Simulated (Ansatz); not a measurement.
# In2Se (model cell, started as antifluorite): the cell at rest

Task: relax In2Se (model cell, started as antifluorite) tightly.

Main program and level: Ansatz 0.2.0; DFT PBEsol, scalar-relativistic, plane waves, norm-conserving pseudopotentials.

The structure was built from a prototype and need not be the compound's stable phase.

**1. Set-up**

It takes space group Fm-3m (No. 225, cubic). The conventional cell has a = 7.272 Å, b = 7.272 Å, c = 7.272 Å, α = 90.00°, β = 90.00°, γ = 90.00°. Se has 8 In at 3.15 Å nearest. Nearest to In lie 4 Se at 3.15 Å. Farther neighbours and most contacts between anions are not listed.

**2. A coarse first look**

First a cheap look: the gap decides the mesh and the occupations, the pressure tells how far the cell has to move.

Contents of input.yaml:

```yaml
crystal:
  lattice:
    - [0.0, 3.63592, 3.63592]
    - [3.63592, 0.0, 3.63592]
    - [3.63592, 3.63592, 0.0]
  atoms:
    - { symbol: Se, position: [0.0, 0.0, 0.0] }
    - { symbol: In, position: [0.25, 0.25, 0.25] }
    - { symbol: In, position: [0.75, 0.75, 0.75] }
kpoints:
  mp_grid: { grid: [4, 4, 4] }
hamiltonian:
  xc: pbesol
  pseudopotentials: { kind: nc }
scf:
  occupations: { method: gaussian, width: 0.1 }
output:
  forces: true
  stress: true
  eigenvalues: true
```

Command:

```
$ ansatz run input.yaml --threads 4 --pin off --max-ram 7168MiB --backend cpu --events-out ev --progress --plain --runs-dir out
```

Numbers of over 12 decimals in the logs are rounded to 6 here.

The program printed:

```text
Engine: ansatz 0.2.0, aarch64-unknown-linux-gnu
Pseudopotentials: kind: nc
Pseudopotential: Se, nc, valence charge 16, recommended cutoff 1170.089609 eV (normal), Se.nc.azcp (PseudoDojo's, or run here from an input of PseudoDojo's: the run reads no file of this project's for it)
[...]
k-point 0: bands = [... 17 lower, 4.8176, 4.8176, 4.8176, 5.8303, 7.8538, 7.8538, 7.8538, 12.0215, ... 1 higher]
  k-point 1: bands = [... 17 lower, 3.8516, 4.5523, 4.5523, 6.3063, 8.3845, 8.3845, 9.6973, 11.1226, ... 1 higher]
  k-point 2: bands = [... 17 lower, 3.0548, 4.3514, 4.3514, 7.7712, 8.5743, 8.5743, 9.9857, 11.1722, ... 1 higher]
  k-point 7: bands = [... 17 lower, 1.6287, 3.3889, 6.5939, 6.5939, 7.7059, 8.4727, 11.1240, 11.1240, ... 1 higher]
[key lines of the parts left out:]
SCF converged after 7 iterations
Free energy (F): -6903.761198 eV
Fermi energy:    7.710461 eV
P = ⅓ Tr σ = -0.6466 GPa (-6.466 kbar)
```

Elapsed: 1.2 s, on 4 threads of Arm Neoverse V1, shared host; peak memory 0.57 GiB; 4.4 s of CPU time.

Numbers from this step:

```yaml
pressure: -0.6466 GPa
volume_per_atom: 32.04 Å³
gap_on_the_k_mesh: 0 eV
```

The coarse mesh shows no gap and a pressure of -0.6 GPa.

**3. Bringing the structure to rest**

Harmonic phonons are second derivatives at a point where the forces vanish, and they are wanted at zero stress, so atoms and cell are relaxed first.

input.yaml, the sections that differ from step 2:

```yaml
kpoints:
  mp_grid: { grid: [10, 10, 10] }
output:
  forces: true
  stress: true
  eigenvalues: true
  write_density: true
  write_potential: true
  elf: true
  volumetric_format: npy
relax:
  adjacent_minimum: "off"
  f_tol: 0.005
  max_steps: 80
  cell: { stress_tol: 0.05 }
# crystal, hamiltonian, scf: as in step 2
```

The program printed:

```text
[...]
Crystal: 3 atoms, lattice volume = 96.133 Å³
Basis set: ecut = 1170.089609 eV, 8801 PW (Γ), exchange–correlation on 120×120×120 points (8 copies of the dense FFT grid, shifted against one another)
Bands: 26, of which v1, the nominal top of the filled ones, is band 21 counted from 1 (20 counted from 0)
Symmetry: 48 space group operations
[...]
k-points: 47 of 1000
[...]
SCF iter   1: F=—  HF=-6904.877464 eV  |F-HF|=—  |Δ(HF+E_count)|=         —  Δρ=4.23e-2  dr2=3.37e0  ethr=3.10e-3  ⟨swp⟩=5.9  Hψ=5105  notcnv=0
[...]
SCF iter   8: F=-6903.823985 eV  HF=-6903.823985 eV  |F-HF|=1.37e-9  |Δ(HF+E_count)|=   2.50e-8  Δρ=2.22e-6  dr2=3.49e-9  ethr=2.38e-10  ⟨swp⟩=20.8  Hψ=12843  notcnv=0
SCF 1 converged in 8 iterations: F = -6903.823985 eV  dr2 = 3.49e-9
relax step   1: F+E_penalty+E_count = -6903.82398547 eV  Δ(F+E_penalty+E_count) = +0.000e0 eV  max|allowed force component| = 2.776e-17 eV/Å  Δτ_max = 0.0000 Å  P = -1.114 GPa  Ω = 96.133 Å³  (8 SCF iters, dr2 threshold 1.00e-7 eV, accepted)
Crystal: 3 atoms, lattice volume = 93.135 Å³
Basis set: ecut = 1170.089609 eV, 8393 PW (Γ), exchange–correlation on 120×120×120 points (8 copies of the dense FFT grid, shifted against one another)
[...]
iter 1 solved again at ethr=1.81e-5 eV; its pass at ethr=3.10e-3 eV (dr2=7.62e-3 eV) is discarded
[...]
SCF iter   5: F=-6903.837815 eV  HF=-6903.837815 eV  |F-HF|=7.06e-9  |Δ(HF+E_count)|=   2.17e-7  Δρ=1.08e-5  dr2=3.20e-8  ethr=7.14e-10  ⟨swp⟩=17.3  Hψ=12507  notcnv=0
SCF 2 converged in 5 iterations: F = -6903.837815 eV  dr2 = 3.20e-8
  Residual-converged pass: ⟨swp⟩=1.0  Hψ=1411  notcnv=0  max |occ|·‖R‖ = 7.0e-9 eV (tolerance 1.0e-8 eV)  dr2=3.20e-8  max |Δocc| = 3.2e-11
relax step   2: F+E_penalty+E_count = -6903.83781534 eV  Δ(F+E_penalty+E_count) = -1.383e-2 eV  max|allowed force component| = 8.018e-17 eV/Å  Δτ_max = 0.0000 Å  P = -0.333 GPa  Ω = 93.135 Å³  energy of the carried Pulay correction = +6.791e-5 eV  (5 SCF iters, dr2 threshold 3.00e-7 eV, accepted)
Crystal: 3 atoms, lattice volume = 91.913 Å³
Basis set: ecut = 1170.089609 eV, 8363 PW (Γ), exchange–correlation on 120×120×120 points (8 copies of the dense FFT grid, shifted against one another)
[...]
SCF iter   5: F=-6903.839014 eV  HF=-6903.839014 eV  |F-HF|=4.68e-10  |Δ(HF+E_count)|=   1.79e-8  Δρ=2.25e-6  dr2=2.18e-9  ethr=2.00e-10  ⟨swp⟩=8.9  Hψ=10436  notcnv=0
SCF 3 converged in 5 iterations: F = -6903.839014 eV  dr2 = 2.18e-9
relax step   3: F+E_penalty+E_count = -6903.83901433 eV  Δ(F+E_penalty+E_count) = -1.199e-3 eV  max|allowed force component| = 2.344e-16 eV/Å  Δτ_max = 0.0000 Å  P = +0.031 GPa  Ω = 91.913 Å³  energy of the carried Pulay correction = +9.621e-5 eV  (5 SCF iters, dr2 threshold 2.77e-7 eV, accepted)
[...]
SCF iter   5: F=-6903.838953 eV  HF=-6903.838953 eV  |F-HF|=2.73e-12  |Δ(HF+E_count)|=  1.09e-10  Δρ=5.72e-8  dr2=1.81e-12  ethr=1.00e-12  ⟨swp⟩=8.3  Hψ=6083  notcnv=0
SCF 4 converged in 5 iterations: F = -6903.838953 eV  dr2 = 1.81e-12
relax step   4: F+E_penalty+E_count = -6903.83895306 eV  Δ(F+E_penalty+E_count) = +6.127e-5 eV  max|allowed force component| = 2.097e-16 eV/Å  Δτ_max = 0.0000 Å  P = +0.030 GPa  Ω = 91.913 Å³  stress off target by 2.96e-2 GPa  SCF on the basis re-selected at this cell (its energy is not comparable with the rows above)  (5 SCF iters)
basis re-selected at this cell: Δ(F+E_penalty+E_count) = +6.127e-5 eV, ΔP = -0.002 GPa vs the last step (what re-selecting the basis moved, of the pressure what is left beyond the Pulay correction that the steps carried, after the strain that the cell walked since its last selection, with what the two solves' SCF thresholds leave and, on support functions, any second-order correction that the steps lacked; it is no m [...]
SCF converged after 5 iterations
Free energy (F): -6903.838953 eV
[...]
Internal energy: -6903.837782 eV  (E = F + TS)
E sigma→0 (E₀):  -6903.838368 eV
Entropy (-TS):   -0.001171 eV (-0.390 meV/atom)
Fermi energy:    8.020549 eV
[...]
--- Stress (GPa, compression-positive) ---
        0.029560      -0.000000      -0.000000
       -0.000000       0.029560      -0.000000
       -0.000000      -0.000000       0.029560
  P = ⅓ Tr σ = 0.0296 GPa (0.296 kbar)
--- Band table (eV; the first three rows and the last of 47) ---
  k-point 0: bands = [... 17 lower, 5.1821, 5.1821, 5.1821, 6.5461, 8.3203, 8.3203, 8.3203, 12.6419, ... 1 higher]
  k-point 1: bands = [... 17 lower, 5.1210, 5.1210, 5.1537, 6.2568, 8.4465, 8.4465, 8.9894, 12.2308, ... 1 higher]
  k-point 2: bands = [... 17 lower, 4.6542, 4.9797, 4.9797, 6.5332, 8.7340, 8.7340, 9.9859, 11.7844, ... 1 higher]
  k-point 46: bands = [... 17 lower, 2.2779, 3.6931, 6.5318, 7.7032, 7.9252, 9.2974, 11.5515, 12.0411, ... 1 higher]
--- Relaxed structure (3 steps of the walk, 3 accepted, 1 SCFs on fresh bases) ---
  F+E_penalty+E_count = -6903.83895306 eV   max|allowed force component| = 2.097e-16 eV/Å   (the final SCF, on the basis selected at the relaxed cell)
  cell:  # Å, volume = 91.9126 Å³
    - [0, 3.581912, 3.581912]
    - [3.581912, 0, 3.581912]
    - [3.581912, 3.581912, 0]
  atoms:
    - { symbol: Se, position: [0, 0, 0] }
    - { symbol: In, position: [0.25, 0.25, 0.25] }
    - { symbol: In, position: [0.75, 0.75, 0.75] }
```

The job ended after 27 s (4 threads; peak memory 0.86 GiB; 1.8 min of CPU time).

The steps of the relaxation:

```
step  energy less that of the first step (eV)  largest force component (eV/Å)  pressure (GPa)  volume (Å³)
   1                                   0.0000                          0.0000           -1.11        96.13
   2                                  -0.0138                          0.0000           -0.33        93.13
   3                                  -0.0150                          0.0000            0.03        91.91
  4*                                  -0.0150                          0.0000            0.03        91.91
```

Relaxation steps marked * repeat the geometry before them on a plane-wave basis chosen anew for their cell, so energy and pressure can jump there.

The run keeps the 48 symmetry operations that it works with, so distortions that break them were not tested.

```
conventional cell, symmetrised  before  after  change
                         a (Å)   7.272  7.164  -1.5 %
                         b (Å)   7.272  7.164  -1.5 %
                         c (Å)   7.272  7.164  -1.5 %
              volume (Å³/atom)   32.04  30.64  -4.4 %
```

The relaxed structure:

```cif
data_structure
_symmetry_space_group_name_H-M 'P 1'
_symmetry_Int_Tables_number 1
_cell_length_a 5.0656
_cell_length_b 5.0656
_cell_length_c 5.0656
_cell_angle_alpha 60.000
_cell_angle_beta 60.000
_cell_angle_gamma 60.000
_cell_volume 91.91
loop_
_atom_site_label
_atom_site_type_symbol
_atom_site_fract_x
_atom_site_fract_y
_atom_site_fract_z
_atom_site_occupancy
Se1 Se 0.00000 0.00000 0.00000 1
In2 In 0.25000 0.25000 0.25000 1
In3 In 0.75000 0.75000 0.75000 1
```

Numbers from this step:

- pressure: 0.02956 GPa
- volume per atom: 30.64 Å³

ELF in the ac plane of a cell with a along [110], b along [-110] and c along [001] of the cube at fractional y = 0.000, with atoms of Se and In within 0.2 Å of it. It is the smooth field of the valence electrons, not physical close to the nuclei.

Values, 10 rows by 16 columns, each cell a mean:
```
0.34 0.55 0.34 0.22 0.23 0.27 0.56 0.37 0.34 0.55 0.34 0.22 0.23 0.27 0.56 0.37
0.58 0.41 0.25 0.31 0.32 0.26 0.35 0.55 0.58 0.41 0.25 0.31 0.32 0.26 0.35 0.55
0.16 0.19 0.28 0.27 0.19 0.31 0.22 0.16 0.16 0.19 0.28 0.27 0.19 0.31 0.22 0.16
0.04 0.14 0.29 0.31 0.32 0.29 0.20 0.05 0.04 0.14 0.29 0.31 0.32 0.29 0.20 0.05
0.02 0.05 0.14 0.20 0.21 0.16 0.07 0.02 0.02 0.05 0.14 0.20 0.21 0.16 0.07 0.02
0.02 0.07 0.18 0.23 0.23 0.21 0.10 0.02 0.02 0.07 0.18 0.23 0.23 0.21 0.10 0.02
0.05 0.16 0.29 0.33 0.32 0.30 0.21 0.06 0.05 0.16 0.29 0.33 0.32 0.30 0.21 0.06
0.25 0.21 0.27 0.27 0.19 0.30 0.22 0.22 0.25 0.21 0.27 0.27 0.19 0.30 0.22 0.22
0.55 0.49 0.26 0.29 0.31 0.24 0.41 0.57 0.55 0.49 0.26 0.29 0.31 0.24 0.41 0.57
0.29 0.52 0.37 0.20 0.20 0.27 0.57 0.32 0.29 0.52 0.37 0.20 0.20 0.27 0.57 0.32
```
Columns run along a (10.1 Å), rows up along c (7.2 Å), edges of the conventional cell, whose origin can differ from the input's. Atoms in or near the plane, at fractional coordinates: Se at (0.00, 0.00), Se at (0.50, 0.00), In at (0.25, 0.25), In at (0.75, 0.25), In at (0.25, 0.75), In at (0.75, 0.75).

Electrostatic potential energy in the ac plane of a cell with a along [110], b along [-110] and c along [001] of the cube at fractional y = 0.000, with atoms of Se and In within 0.2 Å of it. With pseudopotentials it is smooth inside the atoms' cores, unlike the true potential.

Values in eV, 10 rows by 16 columns, each cell a mean:
```
-49  -4   9   7   6   9   3 -38 -49  -4   9   7   6   9   3 -38
  4   8   3 -28 -37  -2   8   5   4   8   3 -28 -37  -2   8   5
 11   9  -4 -68 -83 -15   8  11  11   9  -4 -68 -83 -15   8  11
 11  10   5 -14 -20   2  10  11  11  10   5 -14 -20   2  10  11
 11  11  10   8   8  10  11  11  11  11  10   8   8  10  11  11
 11  11   9   7   6   9  11  11  11  11   9   7   6   9  11  11
 11  10   3 -28 -37  -3   9  11  11  10   3 -28 -37  -3   9  11
 11   9  -4 -68 -83 -15   8  11  11   9  -4 -68 -83 -15   8  11
 -2   7   5 -14 -20   2   8   0  -2   7   5 -14 -20   2   8   0
-63  -8   9   8   8   9   1 -50 -63  -8   9   8   8   9   1 -50
```
Columns run along a (10.1 Å; values clipped at the 3rd and 97th percentile), rows up along c (7.2 Å), edges of the conventional cell, whose origin can differ from the input's. Atoms in or near the plane, at fractional coordinates: Se at (0.00, 0.00), Se at (0.50, 0.00), In at (0.25, 0.25), In at (0.75, 0.25), In at (0.25, 0.75), In at (0.75, 0.75).

Valence density in the ac plane of a cell with a along [110], b along [-110] and c along [001] of the cube at fractional y = 0.000, with atoms of Se and In within 0.2 Å of it. It is the smooth field of the valence electrons, not physical close to the nuclei.

Ten steps, logarithmic in the rise over the least value, from '_' (0 e/Å³) to '@' (12 e/Å³), each cell a mean:
```
@@@@==::............::--##@@@@@@==::............::--##@@
##++--::..::::::::..::::==**##++--::..::::::::..::::==**
----::..::--++++==::::::::------::..::--++++==::::::::--
........--**%%%%##==::..............--**%%%%##==::......
____....--####++%%++::..________....--####++%%++::..____
______..--**%%%%##==::..__________..--**%%%%##==::..____
______..::--++**==::..____________..::--++**==::..______
________....::::::..________________....::::::..________
__________........____________________........__________
____________....________________________....____________
__________..........__________________..........________
________..::--==--::..______________..::--==--::..______
______..::++####**--..____________..::++####**--..______
______..--##%%##%%++::..__________..--##%%##%%++::..____
........--##%%##%%++::..............--##%%##%%++::......
::::....::++##%%**--::..::::::::....::++##%%**--::..::::
==--::::::::--==--::..::--====--::::::::--==--::..::--==
@@##--::............::--++%%@@##--::............::--++%%
%%@@==::............::--##@@%%@@==::............::--##@@
```
Columns run along a (10.1 Å), rows up along c (7.2 Å), edges of the conventional cell, whose origin can differ from the input's. Atoms in or near the plane, at fractional coordinates: Se at (0.00, 0.00), Se at (0.50, 0.00), In at (0.25, 0.25), In at (0.75, 0.25), In at (0.25, 0.75), In at (0.75, 0.75).

In this step the volume went from 32.04 to 30.64 Å³/atom.

**4. Relaxing to small forces for the phonons**

Phonons need a cell at rest on their own settings, so the relaxation is repeated with tight tolerances on forces and stress on the k mesh and occupations of the first response run.

Contents of input.yaml:

```yaml
crystal:
  lattice:
    - [0.0, 3.5819124866, 3.5819124866]
    - [3.5819124866, 0.0, 3.5819124866]
    - [3.5819124866, 3.5819124866, 0.0]
  atoms:
    - { symbol: Se, position: [0.0, 0.0, 0.0] }
    - { symbol: In, position: [0.25, 0.25, 0.25] }
    - { symbol: In, position: [0.75, 0.75, 0.75] }
kpoints:
  mp_grid: { grid: [12, 12, 12] }
hamiltonian:
  xc: pbesol
  pseudopotentials: { kind: nc }
scf:
  occupations: { method: methfessel_paxton, width: 0.2 }
output:
  forces: true
  stress: true
  eigenvalues: true
relax:
  adjacent_minimum: "off"
  f_tol: 0.001
  max_steps: 60
  cell: { stress_tol: 0.01 }
```

The program printed:

```text
[...]
Crystal: 3 atoms, lattice volume = 91.913 Å³
Basis set: ecut = 1170.089609 eV, 8363 PW (Γ), exchange–correlation on 120×120×120 points (8 copies of the dense FFT grid, shifted against one another)
Bands: 26, of which v1, the nominal top of the filled ones, is band 21 counted from 1 (20 counted from 0)
Symmetry: 48 space group operations
[...]
k-points: 72 of 1728
[...]
k-point 71: bands = [... 17 lower, 1.9363, 3.6495, 7.0925, 7.0925, 8.1792, 8.8980, 11.7040, 11.7040, ... 1 higher]
--- Relaxed structure (3 steps of the walk, 3 accepted, 1 SCFs on fresh bases) ---
[...]
cell:  # Å, volume = 92.3051 Å³
    - [0, 3.587005, 3.587005]
    - [3.587005, 0, 3.587005]
    - [3.587005, 3.587005, 0]
  atoms:
    - { symbol: Se, position: [0, 0, 0] }
    - { symbol: In, position: [0.25, 0.25, 0.25] }
    - { symbol: In, position: [0.75, 0.75, 0.75] }
[key lines of the parts left out:]
SCF converged after 6 iterations
Free energy (F): -6903.832837 eV
Fermi energy:    8.027852 eV
P = ⅓ Tr σ = 0.0006 GPa (0.006 kbar)
```

It took 33 s on 4 threads; peak memory 0.97 GiB.

Step by step:

```
step  energy less that of the first step (eV)  largest force component (eV/Å)  pressure (GPa)  volume (Å³)
   1                                   0.0000                          0.0000            0.12        91.91
   2                                  -0.0001                          0.0000            0.03        92.22
   3                                  -0.0001                          0.0000            0.00        92.31
  4*                                  -0.0001                          0.0000            0.00        92.31
```

Relaxation steps marked * repeat the geometry before them on a plane-wave basis chosen anew for their cell, so energy and pressure can jump there.

The run keeps the 48 symmetry operations that it works with, so distortions that break them were not tested.

```
conventional cell, symmetrised  before  after  change
                         a (Å)   7.164  7.174  +0.1 %
                         b (Å)   7.164  7.174  +0.1 %
                         c (Å)   7.164  7.174  +0.1 %
              volume (Å³/atom)   30.64  30.77  +0.4 %
```

The relaxed structure:

```cif
data_structure
_symmetry_space_group_name_H-M 'P 1'
_symmetry_Int_Tables_number 1
_cell_length_a 5.0728
_cell_length_b 5.0728
_cell_length_c 5.0728
_cell_angle_alpha 60.000
_cell_angle_beta 60.000
_cell_angle_gamma 60.000
_cell_volume 92.31
loop_
_atom_site_label
_atom_site_type_symbol
_atom_site_fract_x
_atom_site_fract_y
_atom_site_fract_z
_atom_site_occupancy
Se1 Se 0.00000 0.00000 0.00000 1
In2 In 0.25000 0.25000 0.25000 1
In3 In 0.75000 0.75000 0.75000 1
```

This step gave:

| Quantity | Value |
| --- | --- |
| pressure | 5.94e-4 GPa |
| volume per atom | 30.77 Å³ |

The forces vanish by symmetry and the pressure is 0.001 GPa, within the tolerances set. The cell now holds 30.77 Å³/atom.

**5. Summary of results**

```json
{
 "space group after relaxation (within 0.01 Å)": "Fm-3m",
 "lattice constant a": "7.174 Å",
 "lattice constant b": "7.174 Å",
 "lattice constant c": "7.174 Å",
 "volume per atom": "30.8 Å³"
}
```

In words: The forces vanish by symmetry and the pressure is 0.001 GPa, within the tolerances set. The cell now holds 30.77 Å³/atom. The relaxation keeps the symmetry of its start, so it says nothing on stability against lower symmetry. The starting cell was built on a prototype and not taken from a measurement, so the phase need not exist.

[Logs are printed without paths, hosts, clocks, repeated set-up lines and the standing remarks that a program may print on its own settings, such as how far it seeks lower states.]

[Hosts, paths, dates, database ids (printed as entryN), source tags and the programs' standing remarks are cut or masked in the printed files.]
